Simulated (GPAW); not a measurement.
# Ballistic transport through a Sn chain with one Pt atom in line, from relaxation to T(E), part 2 of 2

How well does a Sn chain with one Pt atom in line conduct once its atoms have relaxed, and how much do cheaper levels lose?

GPAW 26.7.0; GPAW LCAO, PAW setups; relaxation of the junction within the symmetry of its start, lead ends held (the session's first sound run).

So far, transmission at the Fermi level (one spin): step 3 (double-zeta polarised basis, PBE, GPAW) 2.26; step 4 (basis szp(dzp), PBE, GPAW) 2.28; step 5 (basis sz(dzp), PBE, GPAW) 2.40; step 6 (RPBE) 2.25.

**7. The structure as built: geometry = "as built"**

Level of this step: GPAW LCAO, PAW setups; Landauer transmission from Green's functions with principal layers (ASE), zero bias (GPAW).

The dzp basis with PBE on the structure as first built shows what the relaxation was worth.

Input file run.py:

```python
import json
import numpy as np
from ase import Atoms
from ase.transport.calculators import TransportCalculator
from gpaw import GPAW, FermiDirac
from gpaw.lcao.tools import get_lcao_hamiltonian
from scipy.linalg import eigh

# The junction with lead layers at both ends, along the third cell vector
device = Atoms(
    ['Sn', 'Sn', 'Sn', 'Sn', 'Sn', 'Sn', 'Pt', 'Sn', 'Sn', 'Sn', 'Sn', 'Sn', 'Sn'],
    positions=[
        [4.50000, 4.50000, 1.37500],
        [4.50000, 4.50000, 4.12500],
        [4.50000, 4.50000, 6.87500],
        [4.50000, 4.50000, 9.62500],
        [4.50000, 4.50000, 12.37500],
        [4.50000, 4.50000, 15.12500],
        [4.50000, 4.50000, 17.67120],
        [4.50000, 4.50000, 20.21740],
        [4.50000, 4.50000, 22.96740],
        [4.50000, 4.50000, 25.71740],
        [4.50000, 4.50000, 28.46740],
        [4.50000, 4.50000, 31.21740],
        [4.50000, 4.50000, 33.96740]],
    cell=[[9.0, 0.0, 0.0], [0.0, 9.0, 0.0], [0.0, 0.0, 35.3424]],
    pbc=True)

# One principal layer of the lead: the first 3 atoms of the device
lead = Atoms(
    ['Sn', 'Sn', 'Sn'],
    positions=[
        [4.50000, 4.50000, 1.37500],
        [4.50000, 4.50000, 4.12500],
        [4.50000, 4.50000, 6.87500]],
    cell=[[9.0, 0.0, 0.0], [0.0, 9.0, 0.0], [0.0, 0.0, 8.25]],
    pbc=True)

settings = dict(mode='lcao', basis='dzp', xc='PBE', h=0.2,
                occupations=FermiDirac(0.1), maxiter=250,
                mixer=dict(beta=0.1, nmaxold=8, weight=100.0),
                convergence=dict(density=0.0001))
energies = np.arange(-2, 2 + 1e-9, 0.025)
eta = 0.0001
n1, n2 = 1, 1
# k and -k transmit alike, so half of the mesh across the current serves
mesh = [(i, j) for i in range(n1) for j in range(n2) if (i, j) <= (-i % n1, -j % n2)]
weights = np.array([1 if (i, j) == (-i % n1, -j % n2) else 2 for i, j in mesh]) / (n1 * n2)

# [... helper functions left out ...]
fermi_lead = ground_state(lead, (1, 1, 14), 'lead.txt')
fermi_device = ground_state(device, (1, 1, 2), 'device.txt')
# [... loop over the mesh left out, but for ...]
        # Shift the lead onto the potential of the device's first layer
        shift = ((H[:, 0, 0] - H0[:, 0, 0]) / S0[0, 0]).real.mean()
# [...]
kT = 8.617333e-5 * 300
bias = [0.1, 0.2, 0.5, 1.0, 1.5, 2.0]
# [... integrals and printing left out ...]
```

Command:

```
> OMP_NUM_THREADS=1 OPENBLAS_NUM_THREADS=1 python run.py
```

Log:

```text
basis functions: device 303, principal layer 69
Fermi level: lead -2.9469 eV, device -2.9969 eV; lead shifted by 0.0203 eV
largest coupling past the next layer 3.84e-07 eV, largest misfit of the first layer 0.024 eV
  E-E_F (eV)   T (one spin)  [channel counts left out]
    -2.000    9.8506e-01
    -1.975    9.8381e-01
    -1.950    9.8263e-01
[...]
1.975    2.2485e+00
     2.000    2.2487e+00
conductance at 300 K: 2.1901 G0 a cell; thermopower -1.449 uV/K
current from the zero-bias T(E) at 0.1 V: 16.951 uA
current from the zero-bias T(E) at 0.2 V: 33.799 uA
current from the zero-bias T(E) at 0.5 V: 82.769 uA
current from the zero-bias T(E) at 1.0 V: 154.9 uA
current from the zero-bias T(E) at 1.5 V: 209.11 uA
current from the zero-bias T(E) at 2.0 V: 265.02 uA
```

Elapsed: 76 s, on 1 thread of Arm Neoverse V1, shared host; peak memory 1.2 GiB.

This step gave:

| Item | Value |
| --- | --- |
| conductance | 2.190 G₀ |
| largest coupling past the next principal layer | 3.84e-7 eV |
| largest misfit of the first principal layer | 0.02389 eV |
| shift that aligns the lead | 0.02032 eV |
| transmission at the Fermi level (one spin) | 2.196 |

The conductance, 2.19 G₀, lies 2.8 % below that of the dzp run.

**8. All levels side by side**

Times are for 1 thread of Arm Neoverse V1, shared host. Results by setting:

```
no.       run  conductance (G₀)  time  memory (GiB)
  1       dzp             2.253  76 s           1.2
  2       szp             2.279  53 s           1.2
  3        sz             2.398  39 s           1.1
  4  dzp RPBE             2.241  77 s           1.2
  5   asbuilt             2.190  76 s           1.2
```

**9. The levels side by side**

The curves are compared point by point over the common energies.

This step: comparison of transmission and cost over codes, levels and geometry (GPAW 26.7.0).

Ladder, by row:

```csv
step,code,T at the Fermi level (sum over the listed spins),conductance (G0),r.m.s. T(E) from the first,wall time (s),peak memory (GiB),threads
dzp,GPAW,2.26,2.253,0,75.69,1.21,1
szp,GPAW,2.285,2.279,0.087,53.34,1.18,1
sz,GPAW,2.403,2.398,0.1427,39.45,1.08,1
dzp-RPBE,GPAW,2.247,2.241,0.01299,76.74,1.2,1
asbuilt,GPAW,2.196,2.19,0.09407,75.76,1.21,1
```

The transmission, zone mean, sum over the listed spins by energy, zero at the Fermi level:

| energy (eV) | dzp | szp | sz | dzp-RPBE | asbuilt |
| --- | --- | --- | --- | --- | --- |
| -2.000 | 0.992 | 0.996 | 0.964 | 0.989 | 0.985 |
| -1.800 | 0.987 | 0.989 | 0.956 | 0.984 | 0.977 |
| -1.600 | 0.987 | 0.985 | 0.955 | 0.985 | 0.976 |
| -1.400 | 0.993 | 0.987 | 0.963 | 0.991 | 0.983 |
| -1.200 | 0.999 | 0.995 | 0.981 | 0.999 | 0.996 |
| -1.000 | 0.947 | 0.994 | 0.998 | 0.949 | 0.982 |
| -0.800 | 0.214 | 0.693 | 0.650 | 0.230 | 0.409 |
| -0.600 | 0.743 | 0.596 | 0.992 | 0.729 | 0.723 |
| -0.400 | 1.52 | 1.51 | 1.77 | 1.51 | 1.51 |
| -0.200 | 2.03 | 2.05 | 2.20 | 2.01 | 1.99 |
| 0.000 | 2.26 | 2.28 | 2.40 | 2.25 | 2.20 |
| 0.200 | 2.29 | 2.32 | 2.44 | 2.28 | 2.20 |
| 0.400 | 2.28 | 2.31 | 2.44 | 2.27 | 2.16 |
| 0.600 | 2.30 | 2.32 | 2.46 | 2.29 | 2.15 |
| 0.800 | 2.33 | 2.34 | 2.49 | 2.33 | 2.18 |
| 0.900 | 2.34 | 2.35 | 2.49 | 2.34 | 2.19 |
| 0.925 | 2.35 | 2.35 | 2.49 | 2.34 | 2.19 |
| 1.000 | 2.35 | 2.34 | 2.49 | 2.34 | 2.19 |
| 1.200 | 2.33 | 2.32 | 2.46 | 2.33 | 2.19 |
| 1.400 | 2.32 | 2.30 | 2.41 | 2.32 | 2.19 |
| 1.475 | 2.44 | 2.29 | 2.39 | 2.31 | 2.41 |
| 1.600 | 2.32 | 2.28 | 2.36 | 2.32 | 2.21 |
| 1.800 | 2.31 | 2.27 | 2.33 | 2.32 | 2.24 |
| 2.000 | 2.30 | 2.24 | 2.28 | 2.30 | 2.25 |

**10. Functional revPBE: xc = "revPBE"**

The functional moves levels against the Fermi level.

This step: GPAW LCAO, PAW setups; Landauer transmission from Green's functions with principal layers (ASE), zero bias (GPAW 26.7.0).

Changes to run.py since step 7:

```diff
@@ -17,5 +17,5 @@
         [4.50000, 4.50000, 12.37500],
-        [4.50000, 4.50000, 15.12500],
+        [4.50000, 4.50000, 15.14983],
         [4.50000, 4.50000, 17.67120],
-        [4.50000, 4.50000, 20.21740],
+        [4.50000, 4.50000, 20.19257],
         [4.50000, 4.50000, 22.96740],
@@ -38,3 +38,3 @@
 
-settings = dict(mode='lcao', basis='dzp', xc='PBE', h=0.2,
+settings = dict(mode='lcao', basis='dzp', xc='revPBE', h=0.2,
                 occupations=FermiDirac(0.1), maxiter=250,
```

Log:

```text
basis functions: device 303, principal layer 69
Fermi level: lead -2.8676 eV, device -2.9099 eV; lead shifted by 0.0211 eV
largest coupling past the next layer 3.82e-07 eV, largest misfit of the first layer 0.026 eV
  E-E_F (eV)   T (one spin)  [channel counts left out]
    -2.000    9.8962e-01
    -1.975    9.8875e-01
    -1.950    9.8795e-01
    -1.925    9.8722e-01
    -1.900    9.8656e-01
    -1.875    9.8598e-01
    -1.850    9.8548e-01
    -1.825    9.8507e-01
    -1.800    9.8474e-01
    -1.775    9.8450e-01
    -1.750    9.8435e-01
    -1.725    9.8428e-01
    -1.700    9.8431e-01
    -1.675    9.8444e-01
    -1.650    9.8465e-01
    -1.625    9.8496e-01
[...]
1.825    2.3092e+00
     1.850    2.3083e+00
     1.875    2.3071e+00
     1.900    2.3056e+00
     1.925    2.3036e+00
     1.950    2.3012e+00
     1.975    2.2983e+00
     2.000    2.2949e+00
conductance at 300 K: 2.237 G0 a cell; thermopower -1.851 uV/K
current from the zero-bias T(E) at 0.1 V: 17.315 uA
current from the zero-bias T(E) at 0.2 V: 34.528 uA
current from the zero-bias T(E) at 0.5 V: 84.61 uA
current from the zero-bias T(E) at 1.0 V: 158.69 uA
current from the zero-bias T(E) at 1.5 V: 215.22 uA
current from the zero-bias T(E) at 2.0 V: 271.73 uA
```

Wall time 76 s (1 thread); peak memory 1.2 GiB.

Numbers from this step:

| Property | Result |
| --- | --- |
| conductance | 2.237 G₀ |
| thermopower | -1.851 μV/K |
| largest coupling past the next principal layer | 3.82e-7 eV |
| largest misfit of the first principal layer | 0.02562 eV |
| shift that aligns the lead | 0.02106 eV |
| transmission at the Fermi level (one spin) | 2.243 |

One spin. Transmission, zone mean against energy, zero at the Fermi level:

```
energy (eV)  transmission, zone mean
     -2.000                    0.990
     -1.900                    0.987
     -1.800                    0.985
     -1.700                    0.984
     -1.600                    0.985
     -1.500                    0.988
     -1.400                    0.992
     -1.300                    0.996
     -1.200                    0.999
     -1.100                    0.993
     -1.000                    0.948
     -0.900                    0.755
     -0.800                    0.222
     -0.700                    0.249
     -0.600                    0.733
     -0.500                     1.17
     -0.400                     1.51
     -0.300                     1.79
     -0.200                     2.01
     -0.100                     2.16
      0.000                     2.24
      0.100                     2.27
      0.200                     2.27
      0.300                     2.26
      0.400                     2.26
      0.500                     2.27
      0.600                     2.28
      0.700                     2.30
      0.800                     2.32
      0.900                     2.33
      1.000                     2.34
      1.100                     2.33
      1.200                     2.32
      1.300                     2.31
      1.400                     2.31
      1.500                     2.31
      1.600                     2.31
      1.700                     2.31
      1.800                     2.31
      1.900                     2.31
      2.000                     2.29
```

Not self-consistent under bias; the bias window is split evenly. The current through one cell, from the zero-bias transmission by bias:

| bias (V) | current through one cell, from the zero-bias transmission (μA) |
| --- | --- |
| 0.100 | 17.3 |
| 0.200 | 34.5 |
| 0.500 | 84.6 |
| 1.000 | 159 |
| 1.500 | 215 |
| 2.000 | 272 |

Transmission of the three most open eigenchannels against energy, zero at the Fermi level:

```csv
energy (eV),channel 1,channel 2,channel 3
-2.000,0.990,0,0
-1.900,0.987,0,0
-1.800,0.985,0,0
-1.700,0.984,0,0
-1.600,0.985,0,0
-1.500,0.988,0,0
-1.400,0.992,0,0
-1.300,0.996,0,0
-1.200,0.999,0,0
-1.100,0.993,0,0
-1.000,0.948,0,0
-0.900,0.755,0,0
-0.800,0.222,1.5e-8,1.5e-8
-0.700,0.110,0.110,0.0299
-0.600,0.286,0.224,0.224
-0.500,0.474,0.348,0.348
-0.400,0.581,0.464,0.464
-0.300,0.645,0.571,0.571
-0.200,0.686,0.661,0.661
-0.100,0.723,0.723,0.713
0.000,0.755,0.755,0.733
0.100,0.763,0.763,0.747
0.200,0.758,0.758,0.757
0.300,0.764,0.750,0.750
0.400,0.770,0.745,0.745
0.500,0.774,0.747,0.747
0.600,0.776,0.754,0.754
0.700,0.778,0.763,0.763
0.800,0.779,0.771,0.771
0.900,0.780,0.776,0.776
1.000,0.781,0.777,0.777
1.100,0.781,0.775,0.775
1.200,0.781,0.771,0.771
1.300,0.780,0.767,0.767
1.400,0.780,0.764,0.764
1.500,0.788,0.763,0.763
1.600,0.782,0.763,0.763
1.700,0.781,0.764,0.764
1.800,0.781,0.764,0.764
1.900,0.781,0.762,0.762
2.000,0.781,0.757,0.757
```

The conductance, 2.24 G₀, lies 0.7 % below that of the dzp run.

**11. Outcome**

```json
{"conductance": "2.25 G₀", "transmission at the Fermi level, mean of the spins": "2.26", "thermopower": "-1.82 μV/K"}
```

In words: In the dzp basis the junction conducts 2.25 G₀ at 300 K, with T = 2.26 a spin at the Fermi level; the sz basis reaches that conductance within 10 %. Relaxation moved atoms by up to 0.025 Å and took the conductance from 2.19 to 2.25 G₀, as a ratio a smaller change than the step from dzp to the minimal basis. At the Fermi level the three most open eigenchannels pass 0.76, 0.76 and 0.74. Measured against the first run (dzp), the nearest curve is that of dzp-RPBE (r.m.s. 0.013) and the farthest that of sz (0.14). Over the compared runs wall time goes from 39 s (sz) to 77 s (dzp-RPBE), on a shared host. The leads kept an estimated spacing and the cell its length, so the junction may be under some tension or compression. The geometry comes from the orbital basis, which tends to overbind, and kept the symmetry of the start, so a structure of lower symmetry may lie lower. The run had no spin polarisation, so a magnetic state, which chains and small molecules with open shells often have, wasn't tested. Spin-orbit coupling is left out, which matters for the heavy atoms here. An evenly spaced straight chain is an idealisation: free chains tend to dimerise, zigzag or, where a band edge lies near the Fermi level, turn magnetic. The currents use the zero-bias T(E) throughout, which holds only while the bias is small against the distance to the nearest feature.

[Logs are printed without paths, hosts, clocks, repeated set-up lines and the standing remarks that a program may print on its own settings, such as how far it seeks lower states.]

[Hosts, paths, dates, database ids (printed as entryN), source tags and the programs' standing remarks are cut or masked in the printed files.]
